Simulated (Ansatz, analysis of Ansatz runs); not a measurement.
# Migration in MgH2 (Pbcn): V_H hop (2.6 Å), charge +1

How high is the barrier when H changes place in MgH2 (Pbcn)? The case: V_H hop (2.6 Å), charge +1, in a cell of 48 host atoms with 1 H taken out.

Main program and level: Ansatz 0.2.0; plane-wave PAW DFT, PBEsol; nudged elastic band between two relaxed defect structures at fixed charge in a uniform background.

Report form: the programs' logs are mostly left out.

**1. Set-up**

The cell holds 47 atoms: 16 Mg and 31 H. Cell: a = 8.549 Å, b = 8.549 Å, c = 8.549 Å, α = 116.9°, β = 101.8°, γ = 110.1°. It derives from MgH2 (space group Pbcn). Nearest the centre at fractional (0.321, 0.625, 0.697): H38 at 1.32 Å, Mg6 at 1.49 Å, H24 at 2.23 Å, H25 at 2.23 Å, Mg13 at 2.47 Å, Mg16 at 2.47 Å, Mg10 at 2.54 Å, H45 at 2.54 Å. The cell carries charge +1.

The cell's shortest repeat is 8.5 Å.

**2. Relaxation of the start point, charge +1**

A barrier is counted from a minimum, so both ends are relaxed first. Small random displacements break the symmetry of the ideal sites, so that the defect can distort if it gains by it. The charge of +1 is set by the electron count, and a uniform background keeps the cell neutral.

Input file qp1_c48k1.start/input.yaml:

```yaml
crystal:
  lattice:
    - [-4.47603151, 5.39366888, 4.89464524]
    - [4.47603151, -5.39366888, 4.89464524]
    - [4.47603151, 5.39366888, -4.89464524]
  atoms:
    - { symbol: Mg, position: [0.29023406, 0.125, 0.66523406] }
    - { symbol: Mg, position: [0.29023406, 0.625, 0.16523406] }
    - { symbol: Mg, position: [0.79023406, 0.125, 0.16523406] }
    - { symbol: Mg, position: [0.79023406, 0.625, 0.66523406] }
    - { symbol: Mg, position: [0.45976594, 0.125, 0.33476594] }
    - { symbol: Mg, position: [0.45976594, 0.625, 0.83476594] }
    - { symbol: Mg, position: [0.95976594, 0.125, 0.83476594] }
    - { symbol: Mg, position: [0.95976594, 0.625, 0.33476594] }
[... 35 atom lines left out ...]
    - { symbol: H, position: [0.34248627, 0.42445194, 0.18803847] }
    - { symbol: H, position: [0.34248627, 0.92445194, 0.68803847] }
    - { symbol: H, position: [0.84248627, 0.42445194, 0.68803847] }
    - { symbol: H, position: [0.84248627, 0.92445194, 0.18803847] }
total_charge: 1
basis:
  ecutwfc: 420
  xc_grid: 2
hamiltonian:
  xc: pbesol
kpoints:
  mp_grid: { grid: [1, 1, 1] }
scf:
  occupations: { method: fixed }
  max_iter: 150
output:
  forces: true
relax:
  f_tol: 0.02
  max_steps: 70
  random_displacement: { amplitude: 0.03, seed: 9898 }
```

Command:

```console
> ansatz run input.yaml --threads 4 --pin off --max-ram 14131MiB --backend cpu --events-out ev --progress --plain --runs-dir out
```

It took 4.5 s on 4 threads of Arm Neoverse V2, shared host; peak memory 0.5 GiB.

Relaxation path:

```
step  energy less that of the first step (eV)  largest force component (eV/Å)
   1                                   0.0000                          1.3799
   2                                  -0.6336                          0.2197
   3                                  -0.7672                          0.1311
   4                                  -0.8147                          0.0280
   5                                  -0.8161                          0.0068
```

The atoms that moved most (Å, from the sites as typed, ahead of the random displacement):

```
atom      dx      dy      dz  length
 Mg9  -0.216  -0.169  -0.143   0.310
Mg16   0.193  -0.056   0.212   0.292
 Mg6   0.109   0.219  -0.112   0.268
 H30   0.072   0.125  -0.099   0.176
 H31  -0.075  -0.110  -0.108   0.172
 H39   0.094   0.047   0.135   0.171
 H18   0.033   0.146  -0.073   0.167
 H38  -0.098   0.000   0.112   0.149
```

Neighbours of H38 at the end:

```
atom  distance (Å)
Mg10         1.923
Mg13         1.946
 Mg6         1.991
 H25         2.424
 H24         2.527
 H32         2.664
 H21         2.737
 H45         2.836
 H30         2.852
 H33         2.865
```

Read from the output:

* free energy: -31088.0648 eV
* r.m.s. move of the farther half of the atoms: 0.08386 Å
* largest move from the ideal geometry of this structure, a common shift of the far atoms taken out: 0.3105 Å

The relaxation gained 0.816 eV and ended with a largest force component of 0.0068 eV/Å.

**3. Relaxation of the end point, charge +1**

The end point is relaxed in the same cell and settings, so that the two energies compare. Atoms more than 3.2 Å from the middle of the hop start where the first relaxation left them, the nearer ones on or close to their ideal places, with small random displacements.

Input file qp1_c48k1.end/input.yaml:

```yaml
crystal:
  lattice:
    - [-4.47603151, 5.39366888, 4.89464524]
    - [4.47603151, -5.39366888, 4.89464524]
    - [4.47603151, 5.39366888, -4.89464524]
  atoms:
    - { symbol: Mg, position: [0.28979071, 0.12631856, 0.66361774] }
    - { symbol: Mg, position: [0.28971277, 0.62791289, 0.1768822] }
[... 3 atom lines left out ...]
    - { symbol: Mg, position: [0.45976594, 0.625, 0.83476594] }
[... 2 atom lines left out ...]
    - { symbol: Mg, position: [0.20976594, 0.375, 0.33476594] }
    - { symbol: Mg, position: [0.20976594, 0.875, 0.83476594] }
[... 2 atom lines left out ...]
    - { symbol: Mg, position: [0.04023406, 0.375, 0.66523406] }
[... 2 atom lines left out ...]
    - { symbol: Mg, position: [0.54023406, 0.875, 0.66523406] }
[... 1 atom line left out ...]
    - { symbol: H, position: [0.15751373, 0.57554806, 0.31196153] }
[... 5 atom lines left out ...]
    - { symbol: H, position: [0.59248627, 0.9044478, 0.91803433] }
    - { symbol: H, position: [0.26358653, 0.3455522, 0.68803847] }
[... 6 atom lines left out ...]
    - { symbol: H, position: [0.98641347, 0.67445194, 0.58196567] }
    - { symbol: H, position: [0.01358653, 0.32554806, 0.41803433] }
[... 4 atom lines left out ...]
    - { symbol: H, position: [0.405441, 0.59606, 0.581688] }
[... 6 atom lines left out ...]
    - { symbol: H, position: [0.34248627, 0.92445194, 0.68803847] }
[... 1 atom line left out ...]
    - { symbol: H, position: [0.82888623, 0.90883577, 0.17160336] }
total_charge: 1
basis:
  ecutwfc: 420
  xc_grid: 2
hamiltonian:
  xc: pbesol
kpoints:
  mp_grid: { grid: [1, 1, 1] }
scf:
  occupations: { method: fixed }
  max_iter: 150
output:
  forces: true
relax:
  f_tol: 0.02
  max_steps: 70
  random_displacement: { amplitude: 0.01, seed: 9898 }
```

Elapsed: 4.4 s, on 4 threads; peak memory 0.51 GiB.

The steps of the relaxation:

```
step  energy less that of the first step (eV)  largest force component (eV/Å)
   1                                   0.0000                          1.1161
   2                                  -0.7333                          0.2098
   3                                  -0.9096                          0.0985
   4                                  -0.9214                          0.0347
   5                                  -0.9245                          0.0060
```

The atoms that moved most (Å, from the sites as typed, ahead of the random displacement):

```
atom      dx      dy      dz  length
Mg10   0.215  -0.166   0.144   0.307
Mg13  -0.193  -0.056  -0.211   0.292
 Mg6  -0.110   0.218   0.114   0.269
 H39  -0.084  -0.027  -0.194   0.213
 H42  -0.085   0.022  -0.194   0.213
 H17   0.075  -0.148   0.081   0.184
 H31   0.075   0.145   0.084   0.183
 H20  -0.075   0.125   0.100   0.176
```

Neighbours of H38 at the end:

```
atom  distance (Å)
 Mg9         1.923
Mg16         1.946
 Mg6         1.989
 H24         2.424
 H25         2.528
 H18         2.665
 H28         2.738
 H33         2.836
 H20         2.851
 H45         2.865
```

This step gave:

| Item | Value |
| --- | --- |
| free energy | -31088.0649 eV |
| r.m.s. move of the farther half of the atoms | 0.08056 Å |
| largest move from the ideal geometry of this structure, a common shift of the far atoms taken out | 0.3005 Å |

The relaxation gained 0.925 eV and ended with a largest force component of 0.0060 eV/Å. The end lies within 1 meV of the start.

**4. Nudged elastic band, charge +1**

3 movable images are laid between the ends on a pair-potential path, which keeps atoms from colliding in the first guess. Each image feels the true force across the path and a spring force along it. The highest image is set to climb to the top of the path.

This step: plane-wave PAW DFT, PBEsol; nudged elastic band between two relaxed defect structures at fixed charge in a uniform background.

Input file qp1_c48k1.neb/input.yaml:

```yaml
crystal:
  lattice:
    - [-4.47603151, 5.39366888, 4.89464524]
    - [4.47603151, -5.39366888, 4.89464524]
    - [4.47603151, 5.39366888, -4.89464524]
  atoms:
    - { symbol: Mg, position: [0.28958238, 0.12728664, 0.66429879] }
    - { symbol: Mg, position: [0.28950444, 0.62888096, 0.17756325] }
    - { symbol: Mg, position: [0.77601284, 0.11637851, 0.16017832] }
    - { symbol: Mg, position: [0.79326676, 0.6309811, 0.66236929] }
    - { symbol: Mg, position: [0.4620468, 0.12649888, 0.33800597] }
    - { symbol: Mg, position: [0.46884564, 0.62599973, 0.86730877] }
    - { symbol: Mg, position: [0.96719971, 0.13012329, 0.83118903] }
    - { symbol: Mg, position: [0.9591924, 0.62319839, 0.33724482] }
    - { symbol: Mg, position: [0.17969902, 0.33649684, 0.29504538] }
    - { symbol: Mg, position: [0.2121412, 0.87695884, 0.83695415] }
    - { symbol: Mg, position: [0.71234149, 0.38459529, 0.83499122] }
    - { symbol: Mg, position: [0.71555908, 0.87784792, 0.34353349] }
    - { symbol: Mg, position: [0.04393558, 0.38038173, 0.6625499] }
    - { symbol: Mg, position: [0.03767776, 0.86841794, 0.16309021] }
    - { symbol: Mg, position: [0.5395989, 0.37645253, 0.16543456] }
    - { symbol: Mg, position: [0.55697367, 0.9185075, 0.68173327] }
    - { symbol: H, position: [0.1637724, 0.07912759, 0.81627097] }
    - { symbol: H, position: [0.16383075, 0.57205523, 0.32935272] }
    - { symbol: H, position: [0.65784647, 0.07321089, 0.31591585] }
    - { symbol: H, position: [0.64741501, 0.57021361, 0.79863945] }
    - { symbol: H, position: [0.10527503, 0.41233964, 0.91983625] }
    - { symbol: H, position: [0.09090774, 0.90398391, 0.41725073] }
    - { symbol: H, position: [0.58272764, 0.40952068, 0.42023329] }
    - { symbol: H, position: [0.58141186, 0.88666222, 0.89934711] }
    - { symbol: H, position: [0.26956552, 0.35015898, 0.68037797] }
    - { symbol: H, position: [0.26314054, 0.8452294, 0.18960682] }
    - { symbol: H, position: [0.76000751, 0.34289639, 0.18791861] }
    - { symbol: H, position: [0.75995588, 0.85162984, 0.68452837] }
    - { symbol: H, position: [0.49020054, 0.16871086, 0.58447295] }
    - { symbol: H, position: [0.48811851, 0.67267796, 0.10182381] }
    - { symbol: H, position: [0.965356, 0.15534053, 0.06352176] }
    - { symbol: H, position: [0.99151605, 0.67289281, 0.58419006] }
    - { symbol: H, position: [0.00910433, 0.31515387, 0.40763867] }
    - { symbol: H, position: [0.01250111, 0.82678177, 0.91763474] }
    - { symbol: H, position: [0.51267971, 0.33760922, 0.91902021] }
    - { symbol: H, position: [0.51382549, 0.82888362, 0.42468996] }
    - { symbol: H, position: [0.23517947, 0.15086458, 0.31158201] }
    - { symbol: H, position: [0.24800081, 0.65514228, 0.80110171] }
    - { symbol: H, position: [0.75478123, 0.17905471, 0.82698828] }
    - { symbol: H, position: [0.74011363, 0.65585448, 0.31899576] }
    - { symbol: H, position: [0.41486536, 0.09477845, 0.08418134] }
    - { symbol: H, position: [0.91591662, 0.10156626, 0.58391892] }
    - { symbol: H, position: [0.91023965, 0.59257107, 0.08457503] }
    - { symbol: H, position: [0.33595198, 0.41812321, 0.1857975] }
    - { symbol: H, position: [0.34180064, 0.92571522, 0.68658484] }
    - { symbol: H, position: [0.84417956, 0.43001262, 0.68500256] }
    - { symbol: H, position: [0.8286779, 0.90980384, 0.17228441] }
total_charge: 1
basis:
  ecutwfc: 420
  xc_grid: 2
hamiltonian:
  xc: pbesol
kpoints:
  mp_grid: { grid: [1, 1, 1] }
scf:
  occupations: { method: fixed }
  max_iter: 150
output:
  forces: true
neb:
  images: 3
  f_tol: 0.04
  climbing: true
  initial_path: idpp
  max_iterations: 45
  order_check: false
  final_atoms:
    - { symbol: Mg, position: [0.29430981, 0.13540983, 0.66167849] }
    - { symbol: Mg, position: [0.28202144, 0.62071072, 0.16410442] }
[... 3 atom lines left out ...]
    - { symbol: Mg, position: [0.49172054, 0.62572829, 0.84448173] }
[... 2 atom lines left out ...]
    - { symbol: Mg, position: [0.21057834, 0.37475879, 0.33702247] }
    - { symbol: Mg, position: [0.20918223, 0.91505036, 0.84513707] }
[... 2 atom lines left out ...]
    - { symbol: Mg, position: [0.01368753, 0.33320811, 0.64025415] }
[... 2 atom lines left out ...]
    - { symbol: Mg, position: [0.53275888, 0.87150097, 0.66546029] }
[... 1 atom line left out ...]
    - { symbol: H, position: [0.16156863, 0.57857538, 0.32008482] }
[... 1 atom line left out ...]
    - { symbol: H, position: [0.67947014, 0.57882782, 0.81696631] }
[... 3 atom lines left out ...]
    - { symbol: H, position: [0.58070658, 0.90164357, 0.92129828] }
    - { symbol: H, position: [0.26306637, 0.36503483, 0.69665714] }
[... 7 atom lines left out ...]
    - { symbol: H, position: [0.01142363, 0.32560349, 0.41771826] }
[... 4 atom lines left out ...]
    - { symbol: H, position: [0.39647012, 0.59672421, 0.59473287] }
[... 6 atom lines left out ...]
    - { symbol: H, position: [0.34310825, 0.93672327, 0.69591046] }
[... 1 atom line left out ...]
    - { symbol: H, position: [0.83191269, 0.91412003, 0.17688124] }
```

Elapsed: 23 s, on 4 threads; peak memory 1.1 GiB; 71 s of CPU time.

Images along the path:

```
image  path (Å)  energy (eV)     H38: x, y, z (Å)
    0     0.000       0.0000  5.408, 2.125, 0.499
    1     0.701       0.1321  4.945, 1.911, 0.830
    2     1.402       0.3320  4.482, 1.845, 1.230
    3     2.099       0.1317  4.017, 1.913, 1.618
    4     2.795       0.0000  3.558, 2.128, 1.950
```

This step gave:

| Item | Value |
| --- | --- |
| free energy | -31087.7328 eV |
| barrier forward | 0.3320 eV |
| barrier backward | 0.3321 eV |
| end less start | -3.85e-5 eV |
| hop length | 2.351 Å |

Track of the atom that was set to move:

```
image  x (Å)  y (Å)  z (Å)  nearest neighbour  distance (Å)
    0  5.408  2.125  0.499                 Mg         1.923
    1  4.945  1.911   0.83                 Mg             2
    2  4.482  1.845   1.23                 Mg         1.992
    3  4.017  1.913  1.618                 Mg         1.999
    4  3.558  2.128   1.95                 Mg         1.923
```

The band met its tolerance of 0.04 eV/Å after 6 iterations, with image 2 on top (the start counts as 0). H38, which moves farthest between the ends, has 3 Mg at 1.92 to 1.99 Å nearest at the start and 1 Mg at 1.99 Å at the top.

[end of part 1 of 2]

[Logs are printed without paths, hosts, clocks, repeated set-up lines and the standing remarks that a program may print on its own settings, such as how far it seeks lower states.]

[Hosts, paths, dates, database ids (printed as entryN), source tags and the programs' standing remarks are cut or masked in the printed files.]
